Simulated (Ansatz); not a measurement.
Rows from a G0W0 calculation on Si3N4 (I-43d) (Ansatz 0.2.0; G0W0 on LDA, plane waves, PAW; PAW set soft_1; 4×4×4 mesh, 308 empty bands, screening to 300 eV, PAW set soft_1 files), in eV. Spin-orbit coupling is left out.

| row | k | band | start | Σx | Σc at the solution | Vxc |
| --- | --- | --- | --- | --- | --- | --- |
| A | (0.250, 0.250, -0.250) | c1 | 12.981 | -6.795 | -4.321 | -12.156 |
| B | (0.250, 0.250, -0.250) | v1 | 8.628 | -21.510 | 3.344 | -17.597 |
| C | (0.000, 0.000, -0.500) | v1 | 9.038 | -21.807 | 3.327 | -17.945 |
| D | (0.250, 0.250, -0.250) | c2 | 13.254 | -7.622 | -4.399 | -13.101 |
| E | (0.000, 0.000, -0.500) | c1 | 13.853 | -7.401 | -4.431 | -12.951 |
| F | (0.000, 0.000, -0.500) | c3 | 14.890 | -9.023 | -4.709 | -14.975 |

Work out each quasiparticle level and how far it moved.

The quasiparticle equation reads E = start + Σx + Σc(E) − Vxc.

| row | E (eV) | shift (eV) |
| --- | --- | --- |
| A | 14.021 | +1.040 |
| B | 8.059 | −0.569 |
| C | 8.503 | −0.535 |
| D | 14.334 | +1.080 |
| E | 14.972 | +1.119 |
| F | 16.134 | +1.244 |

Limits: not at the basis limit.

[Runs of the session that timed out or met a known fault of the program may be left out.]

[Cells called generated may have been cut or substituted from an entry of the Crystallography Open Database or the Materials Project.]

[Hosts, paths, dates, database ids (printed as entryN), source tags and the programs' standing remarks are cut or masked in the printed files.]
